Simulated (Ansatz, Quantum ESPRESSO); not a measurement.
# Conductance against width: vacuum gaps between two Cu(100) faces, part 2 of 6

How fast does transmission decay with width? The series: vacuum gaps between two Cu(100) faces.

Quantum ESPRESSO 7.5; plane-wave DFT, PBE, PseudoDojo norm-conserving pseudopotentials; cross-check by Ansatz 0.2.0 with PAW datasets.

So far. Step 2 (Ground state, 3 Å): The run needed 11 iterations to bring the estimated error under 1e-07 Ry; the largest force on any atom, held or free, is 0.42 eV/Å.

In doubt: a PseudoDojo file used here is known to give poor structures and forces, which bears on pressures, cells, forces and phonons.

### Step 3. Transmission with pwcond.x, 3 Å

Level of this step: transmission by pwcond, lead and junction from one cell; plane-wave DFT, PBE, PseudoDojo norm-conserving pseudopotentials (Quantum ESPRESSO).

prefixt takes both regions from one run: the lead from 0 to bdl, the scattering region from bdl to bds (units of alat). ikind = 1 puts the same lead on both sides. The program's T_tot counts both spins in a run without spin; the tables below give T per spin.

The input, j0.cond.in:

```
&inputcond
  outdir = './out'
  prefixt = 'j0.scf'
  tran_file = 'j0.cond.dat'
  bdl = 2.8284271247
  bds = 8.9437352214
  ikind = 1
  ewind = 4.0
  epsproj = 1e-05
  nz1 = 7
  energy0 = 0.4
  denergy = -0.4
/
45
  0.00000000 0.00000000 0.00390625
  0.00000000 0.06250000 0.01562500
  0.00000000 0.12500000 0.01562500
  0.00000000 0.18750000 0.01562500
  0.00000000 0.25000000 0.01562500
  0.00000000 0.31250000 0.01562500
  0.00000000 0.37500000 0.01562500
  0.00000000 0.43750000 0.01562500
  0.00000000 0.50000000 0.00781250
  0.06250000 0.06250000 0.01562500
  0.06250000 0.12500000 0.03125000
  0.06250000 0.18750000 0.03125000
  0.06250000 0.25000000 0.03125000
  0.06250000 0.31250000 0.03125000
  0.06250000 0.37500000 0.03125000
  0.06250000 0.43750000 0.03125000
  0.06250000 0.50000000 0.01562500
  0.12500000 0.12500000 0.01562500
  0.12500000 0.18750000 0.03125000
  0.12500000 0.25000000 0.03125000
  0.12500000 0.31250000 0.03125000
  0.12500000 0.37500000 0.03125000
  0.12500000 0.43750000 0.03125000
  0.12500000 0.50000000 0.01562500
  0.18750000 0.18750000 0.01562500
  0.18750000 0.25000000 0.03125000
  0.18750000 0.31250000 0.03125000
  0.18750000 0.37500000 0.03125000
  0.18750000 0.43750000 0.03125000
  0.18750000 0.50000000 0.01562500
  0.25000000 0.25000000 0.01562500
  0.25000000 0.31250000 0.03125000
  0.25000000 0.37500000 0.03125000
  0.25000000 0.43750000 0.03125000
  0.25000000 0.50000000 0.01562500
  0.31250000 0.31250000 0.01562500
  0.31250000 0.37500000 0.03125000
  0.31250000 0.43750000 0.03125000
  0.31250000 0.50000000 0.01562500
  0.37500000 0.37500000 0.01562500
  0.37500000 0.43750000 0.03125000
  0.37500000 0.50000000 0.01562500
  0.43750000 0.43750000 0.01562500
  0.43750000 0.50000000 0.01562500
  0.50000000 0.50000000 0.00390625
3
```

Started as:

```sh
$ OMP_NUM_THREADS=1 mpirun -n 4 pwcond.x -in j0.cond.in > j0.cond.out
```

Log:

```text
[banner, memory and clock lines left out]
Program PWCOND v.7.5 starts

          URL

     ./out/j0.scf.save/

     IMPORTANT: XC functional enforced from input :
     Exchange-correlation= PBE
                           (   1   4   3   4   0   0   0)
     Any further DFT definition will be discarded
     Please, verify this is what you really want

     Reading collected, re-writing distributed wavefunctions

===== INPUT FILE containing all the regions =====

     GEOMETRY:

     lattice parameter (alat)  =       4.8639  a.u.
     the volume                =    1029.1406 (a.u.)^3
     the cross section         =      23.6576 (a.u.)^2
     l of the unit cell        =       8.9437 (alat)
     number of atoms/cell      =           12
     number of atomic types    =            1

     crystal axes: (cart. coord. in units of alat)
               a(1) = (  1.0000  0.0000  0.0000 )
               a(2) = (  0.0000  1.0000  0.0000 )
               a(3) = (  0.0000  0.0000  8.9437 )

   Cartesian axes

     site n.     atom                  positions (alat units)
          1        Cu     tau(  1)=(  0.0000  0.0000  8.9437  )
          2        Cu     tau(  2)=(  0.5000  0.5000  0.7071  )
          3        Cu     tau(  3)=(  0.0000  0.0000  1.4142  )
          4        Cu     tau(  4)=(  0.5000  0.5000  2.1213  )
          5        Cu     tau(  5)=(  0.0000  0.0000  2.8284  )
          6        Cu     tau(  6)=(  0.5000  0.5000  3.5355  )
          7        Cu     tau(  7)=(  0.0000  0.0000  4.7011  )
          8        Cu     tau(  8)=(  0.5000  0.5000  5.4082  )
          9        Cu     tau(  9)=(  0.0000  0.0000  6.1153  )
         10        Cu     tau( 10)=(  0.5000  0.5000  6.8224  )
         11        Cu     tau( 11)=(  0.0000  0.0000  7.5295  )
         12        Cu     tau( 12)=(  0.5000  0.5000  8.2366  )

     nr1s                      =           30
     nr2s                      =           30
     nr3s                      =          256
     nr1sx                     =           30
     nr2sx                     =           30
     nr3sx                     =          256
     nr1                       =           30
     nr2                       =           30
     nr3                       =          256
     nr1x                      =           30
     nr2x                      =           30
     nr3x                      =          256

 _______________________________
  Radii of nonlocal spheres:

     type       ibeta     ang. mom.          radius (alat units)
       Cu         1         0                    0.2405
       Cu         2         0                    0.2591
       Cu         3         1                    0.2940
       Cu         4         1                    0.3002
       Cu         5         2                    0.3598
       Cu         6         2                    0.3639
----- General information -----

--- T calc. with identical leads (ikind=1) ---

     nrx                       =           30
     nry                       =           30
     nz1                       =            7

     energy0               =         4.0E-01
     denergy               =        -4.0E-01
     nenergy               =          3
     ecut2d                =         8.4E+01
     ewind                 =         4.0E+00
     epsproj               =         1.0E-05

     number of k_|| points=   45
                       cryst. coord.
        k(    1) = (   0.0000000   0.0000000), wk =   0.0039062
        k(    2) = (   0.0000000   0.0625000), wk =   0.0156250
        k(    3) = (   0.0000000   0.1250000), wk =   0.0156250
        k(    4) = (   0.0000000   0.1875000), wk =   0.0156250
        k(    5) = (   0.0000000   0.2500000), wk =   0.0156250
        k(    6) = (   0.0000000   0.3125000), wk =   0.0156250
        k(    7) = (   0.0000000   0.3750000), wk =   0.0156250
        k(    8) = (   0.0000000   0.4375000), wk =   0.0156250
        k(    9) = (   0.0000000   0.5000000), wk =   0.0078125
        k(   10) = (   0.0625000   0.0625000), wk =   0.0156250
        k(   11) = (   0.0625000   0.1250000), wk =   0.0312500
        k(   12) = (   0.0625000   0.1875000), wk =   0.0312500
        k(   13) = (   0.0625000   0.2500000), wk =   0.0312500
        k(   14) = (   0.0625000   0.3125000), wk =   0.0312500
        k(   15) = (   0.0625000   0.3750000), wk =   0.0312500
        k(   16) = (   0.0625000   0.4375000), wk =   0.0312500
        k(   17) = (   0.0625000   0.5000000), wk =   0.0156250
        k(   18) = (   0.1250000   0.1250000), wk =   0.0156250
        k(   19) = (   0.1250000   0.1875000), wk =   0.0312500
        k(   20) = (   0.1250000   0.2500000), wk =   0.0312500
        k(   21) = (   0.1250000   0.3125000), wk =   0.0312500
        k(   22) = (   0.1250000   0.3750000), wk =   0.0312500
        k(   23) = (   0.1250000   0.4375000), wk =   0.0312500
        k(   24) = (   0.1250000   0.5000000), wk =   0.0156250
        k(   25) = (   0.1875000   0.1875000), wk =   0.0156250
        k(   26) = (   0.1875000   0.2500000), wk =   0.0312500
        k(   27) = (   0.1875000   0.3125000), wk =   0.0312500
        k(   28) = (   0.1875000   0.3750000), wk =   0.0312500
        k(   29) = (   0.1875000   0.4375000), wk =   0.0312500
        k(   30) = (   0.1875000   0.5000000), wk =   0.0156250
        k(   31) = (   0.2500000   0.2500000), wk =   0.0156250
        k(   32) = (   0.2500000   0.3125000), wk =   0.0312500
        k(   33) = (   0.2500000   0.3750000), wk =   0.0312500
        k(   34) = (   0.2500000   0.4375000), wk =   0.0312500
        k(   35) = (   0.2500000   0.5000000), wk =   0.0156250
        k(   36) = (   0.3125000   0.3125000), wk =   0.0156250
        k(   37) = (   0.3125000   0.3750000), wk =   0.0312500
        k(   38) = (   0.3125000   0.4375000), wk =   0.0312500
        k(   39) = (   0.3125000   0.5000000), wk =   0.0156250
        k(   40) = (   0.3750000   0.3750000), wk =   0.0156250
        k(   41) = (   0.3750000   0.4375000), wk =   0.0312500
        k(   42) = (   0.3750000   0.5000000), wk =   0.0156250
        k(   43) = (   0.4375000   0.4375000), wk =   0.0156250
        k(   44) = (   0.4375000   0.5000000), wk =   0.0156250
        k(   45) = (   0.5000000   0.5000000), wk =   0.0039062
----- Information about left/right lead -----

     nocros                   =           18
     noins                    =           54
     norb                     =           90
     norbf                    =          162
     nrz                      =           81

      iorb      type   ibeta   ang. mom.   m       position (alat)
        1        1       1        0        1   taunew(   1)=(  0.0000  0.0000  0.0000)
[...]
107        1       6        2        4   taunew( 107)=(  0.5000  0.5000  3.9940)
      108        1       6        2        5   taunew( 108)=(  0.5000  0.5000  3.9940)
      109        1       1        0        1   taunew( 109)=(  0.0000  0.0000  4.7011)
      110        1       2        0        1   taunew( 110)=(  0.0000  0.0000  4.7011)
      111        1       3        1        1   taunew( 111)=(  0.0000  0.0000  4.7011)
      112        1       3        1        2   taunew( 112)=(  0.0000  0.0000  4.7011)
      113        1       3        1        3   taunew( 113)=(  0.0000  0.0000  4.7011)
      114        1       4        1        1   taunew( 114)=(  0.0000  0.0000  4.7011)
      115        1       4        1        2   taunew( 115)=(  0.0000  0.0000  4.7011)
      116        1       4        1        3   taunew( 116)=(  0.0000  0.0000  4.7011)
      117        1       5        2        1   taunew( 117)=(  0.0000  0.0000  4.7011)
      118        1       5        2        2   taunew( 118)=(  0.0000  0.0000  4.7011)
      119        1       5        2        3   taunew( 119)=(  0.0000  0.0000  4.7011)
      120        1       5        2        4   taunew( 120)=(  0.0000  0.0000  4.7011)
      121        1       5        2        5   taunew( 121)=(  0.0000  0.0000  4.7011)
      122        1       6        2        1   taunew( 122)=(  0.0000  0.0000  4.7011)
      123        1       6        2        2   taunew( 123)=(  0.0000  0.0000  4.7011)
      124        1       6        2        3   taunew( 124)=(  0.0000  0.0000  4.7011)
      125        1       6        2        4   taunew( 125)=(  0.0000  0.0000  4.7011)
      126        1       6        2        5   taunew( 126)=(  0.0000  0.0000  4.7011)
      127        1       1        0        1   taunew( 127)=(  0.5000  0.5000  5.4082)
      128        1       2        0        1   taunew( 128)=(  0.5000  0.5000  5.4082)
      129        1       3        1        1   taunew( 129)=(  0.5000  0.5000  5.4082)
      130        1       3        1        2   taunew( 130)=(  0.5000  0.5000  5.4082)
      131        1       3        1        3   taunew( 131)=(  0.5000  0.5000  5.4082)
      132        1       4        1        1   taunew( 132)=(  0.5000  0.5000  5.4082)
      133        1       4        1        2   taunew( 133)=(  0.5000  0.5000  5.4082)
      134        1       4        1        3   taunew( 134)=(  0.5000  0.5000  5.4082)
      135        1       5        2        1   taunew( 135)=(  0.5000  0.5000  5.4082)
      136        1       5        2        2   taunew( 136)=(  0.5000  0.5000  5.4082)
      137        1       5        2        3   taunew( 137)=(  0.5000  0.5000  5.4082)
      138        1       5        2        4   taunew( 138)=(  0.5000  0.5000  5.4082)
      139        1       5        2        5   taunew( 139)=(  0.5000  0.5000  5.4082)
      140        1       6        2        1   taunew( 140)=(  0.5000  0.5000  5.4082)
      141        1       6        2        2   taunew( 141)=(  0.5000  0.5000  5.4082)
      142        1       6        2        3   taunew( 142)=(  0.5000  0.5000  5.4082)
      143        1       6        2        4   taunew( 143)=(  0.5000  0.5000  5.4082)
      144        1       6        2        5   taunew( 144)=(  0.5000  0.5000  5.4082)
      145        1       1        0        1   taunew( 145)=(  0.0000  0.0000  6.1153)
      146        1       2        0        1   taunew( 146)=(  0.0000  0.0000  6.1153)
      147        1       3        1        1   taunew( 147)=(  0.0000  0.0000  6.1153)
      148        1       3        1        2   taunew( 148)=(  0.0000  0.0000  6.1153)
      149        1       3        1        3   taunew( 149)=(  0.0000  0.0000  6.1153)
      150        1       4        1        1   taunew( 150)=(  0.0000  0.0000  6.1153)
      151        1       4        1        2   taunew( 151)=(  0.0000  0.0000  6.1153)
      152        1       4        1        3   taunew( 152)=(  0.0000  0.0000  6.1153)
      153        1       5        2        1   taunew( 153)=(  0.0000  0.0000  6.1153)
      154        1       5        2        2   taunew( 154)=(  0.0000  0.0000  6.1153)
      155        1       5        2        3   taunew( 155)=(  0.0000  0.0000  6.1153)
      156        1       5        2        4   taunew( 156)=(  0.0000  0.0000  6.1153)
      157        1       5        2        5   taunew( 157)=(  0.0000  0.0000  6.1153)
      158        1       6        2        1   taunew( 158)=(  0.0000  0.0000  6.1153)
      159        1       6        2        2   taunew( 159)=(  0.0000  0.0000  6.1153)
      160        1       6        2        3   taunew( 160)=(  0.0000  0.0000  6.1153)
      161        1       6        2        4   taunew( 161)=(  0.0000  0.0000  6.1153)
      162        1       6        2        5   taunew( 162)=(  0.0000  0.0000  6.1153)
 ngper, shell number =          161          25
 ngper, n2d =          161          64
---  E-Ef =    0.4000000  k =    0.0000000   0.0000000
---  ie =          1  ik =          1
 Nchannels of the left tip =            1
 Right moving states:
   k1(2pi/a)   k2(2pi/a)   E-Ef (eV)
  -0.2406738   0.0000000   0.4000000
 Left moving states:
   k1(2pi/a)   k2(2pi/a)   E-Ef (eV)
   0.2406738   0.0000000   0.4000000

 to transmit
 Band j to band i transmissions and reflections:
    j         i     |T_ij|^2    |R_ij|^2

    1 -->     1     0.86328     0.13672
   Total T_j, R_j =    0.86328  0.13672

E-Ef(ev), T(x2 spins) =    0.4000000   1.7265591
---  E-Ef =    0.0000000  k =    0.0000000   0.0000000
---  ie =          2  ik =          1
 Nchannels of the left tip =            1
 Right moving states:
   k1(2pi/a)   k2(2pi/a)   E-Ef (eV)
  -0.3012797   0.0000000   0.0000000
 Left moving states:
   k1(2pi/a)   k2(2pi/a)   E-Ef (eV)
   0.3012797   0.0000000   0.0000000

 to transmit
 Band j to band i transmissions and reflections:
    j         i     |T_ij|^2    |R_ij|^2

    1 -->     1     0.94904     0.05096
   Total T_j, R_j =    0.94904  0.05096

E-Ef(ev), T(x2 spins) =    0.0000000   1.8980784
---  E-Ef =   -0.4000000  k =    0.0000000   0.0000000
---  ie =          3  ik =          1
 Nchannels of the left tip =            1
 Right moving states:
   k1(2pi/a)   k2(2pi/a)   E-Ef (eV)
  -0.3604962   0.0000000  -0.4000000
 Left moving states:
   k1(2pi/a)   k2(2pi/a)   E-Ef (eV)
   0.3604962   0.0000000  -0.4000000

 to transmit
 Band j to band i transmissions and reflections:
    j         i     |T_ij|^2    |R_ij|^2

    1 -->     1     0.98586     0.01414
   Total T_j, R_j =    0.98586  0.01414

E-Ef(ev), T(x2 spins) =   -0.4000000   1.9717179
 ngper, shell number =          157          83
 ngper, n2d =          157          64
[... further energies and points left out ...]
---  E-Ef =    0.4000000  k =    0.5000000   0.5000000
---  ie =          1  ik =         45
 Nchannels of the left tip =            0
 Right moving states:
   k1(2pi/a)   k2(2pi/a)   E-Ef (eV)
 Left moving states:
   k1(2pi/a)   k2(2pi/a)   E-Ef (eV)

 to transmit
          E-Ef(ev), T =    0.4000000   0.0000000
---  E-Ef =    0.0000000  k =    0.5000000   0.5000000
---  ie =          2  ik =         45
 Nchannels of the left tip =            0
 Right moving states:
   k1(2pi/a)   k2(2pi/a)   E-Ef (eV)
 Left moving states:
   k1(2pi/a)   k2(2pi/a)   E-Ef (eV)

 to transmit
          E-Ef(ev), T =    0.0000000   0.0000000
---  E-Ef =   -0.4000000  k =    0.5000000   0.5000000
---  ie =          3  ik =         45
 Nchannels of the left tip =            0
 Right moving states:
   k1(2pi/a)   k2(2pi/a)   E-Ef (eV)
 Left moving states:
   k1(2pi/a)   k2(2pi/a)   E-Ef (eV)

 to transmit
          E-Ef(ev), T =   -0.4000000   0.0000000
   T_tot     0.40000      0.11993E+01
   T_tot     0.00000      0.11280E+01
   T_tot    -0.40000      0.10621E+01

Note: The following floating-point exceptions are signalling: IEEE_UNDERFLOW_FLAG
Note: The following floating-point exceptions are signalling: IEEE_UNDERFLOW_FLAG
Note: The following floating-point exceptions are signalling: IEEE_UNDERFLOW_FLAG
Note: The following floating-point exceptions are signalling: IEEE_UNDERFLOW_FLAG
```

Wall time 5.7 min (4 MPI ranks of Arm Neoverse N1, shared host); peak memory 0.24 GiB.

This step gave:

- lead channels at the Fermi level, one spin: 0.9258
- transmission at the Fermi level, one spin: 0.5640
- conductance: 0.5640 G₀

Per spin; mean over the k mesh across the current. Table of open channels, zone mean by energy, zero at the Fermi level:

```
energy (eV)  open channels, zone mean
     -0.400                     0.879
      0.000                     0.926
      0.400                     0.941
```

Per spin; mean over the k mesh across the current. Table of transmission, zone mean by energy, zero at the Fermi level:

```
energy (eV)  transmission, zone mean
     -0.400                    0.531
      0.000                    0.564
      0.400                    0.600
```

At 0.000 eV; k in fractions of b1, b2. Transmission by k point, the first 40 of 45 rows:

```
    k1      k2    weight        t  channels
     0       0  0.003906    0.949         1
     0  0.0625   0.01562   0.9838         1
     0   0.125   0.01562   0.9961         1
     0  0.1875   0.01562   0.9543         1
     0    0.25   0.01562    0.883         1
     0  0.3125   0.01562   0.8112         1
     0   0.375   0.01562   0.7463         1
     0  0.4375   0.01562   0.7063         1
     0     0.5  0.007812        0         0
0.0625  0.0625   0.01562   0.9977         1
0.0625   0.125   0.03125   0.9868         1
0.0625  0.1875   0.03125   0.9381         1
0.0625    0.25   0.03125   0.8642         1
0.0625  0.3125   0.03125   0.7917         1
0.0625   0.375   0.03125   0.7242         1
0.0625  0.4375   0.03125   0.6695         1
0.0625     0.5   0.01562        0         0
 0.125   0.125   0.01562   0.9533         1
 0.125  0.1875   0.03125   0.8859         1
 0.125    0.25   0.03125   0.8097         1
 0.125  0.3125   0.03125   0.7361         1
 0.125   0.375   0.03125   0.6662         1
 0.125  0.4375   0.03125   0.5541         1
 0.125     0.5   0.01562  0.01359         2
0.1875  0.1875   0.01562   0.8114         1
0.1875    0.25   0.03125   0.7354         1
0.1875  0.3125   0.03125   0.6622         1
0.1875   0.375   0.03125   0.5761         1
0.1875  0.4375   0.03125   0.3757         1
0.1875     0.5   0.01562  1.66e-4         2
  0.25    0.25   0.01562    0.658         1
  0.25  0.3125   0.03125   0.5764         1
  0.25   0.375   0.03125   0.4714         1
  0.25  0.4375   0.03125   0.2346         1
  0.25     0.5   0.01562        0         0
0.3125  0.3125   0.01562    0.479         1
0.3125   0.375   0.03125   0.3637         1
0.3125  0.4375   0.03125   0.1384         1
0.3125     0.5   0.01562        0         0
 0.375   0.375   0.01562   0.2297         1
```

(Part 2 of 6 ends here.)

[Logs are printed without paths, hosts, clocks, repeated set-up lines and the standing remarks that a program may print on its own settings, such as how far it seeks lower states.]

[Hosts, paths, dates, database ids (printed as entryN), source tags and the programs' standing remarks are cut or masked in the printed files.]

[Maps of the electrostatic potential energy from Ansatz leave out the sawtooth potential of an applied field or a dipole correction, so their vacuum need not be flat; planar profiles and work functions include it.]
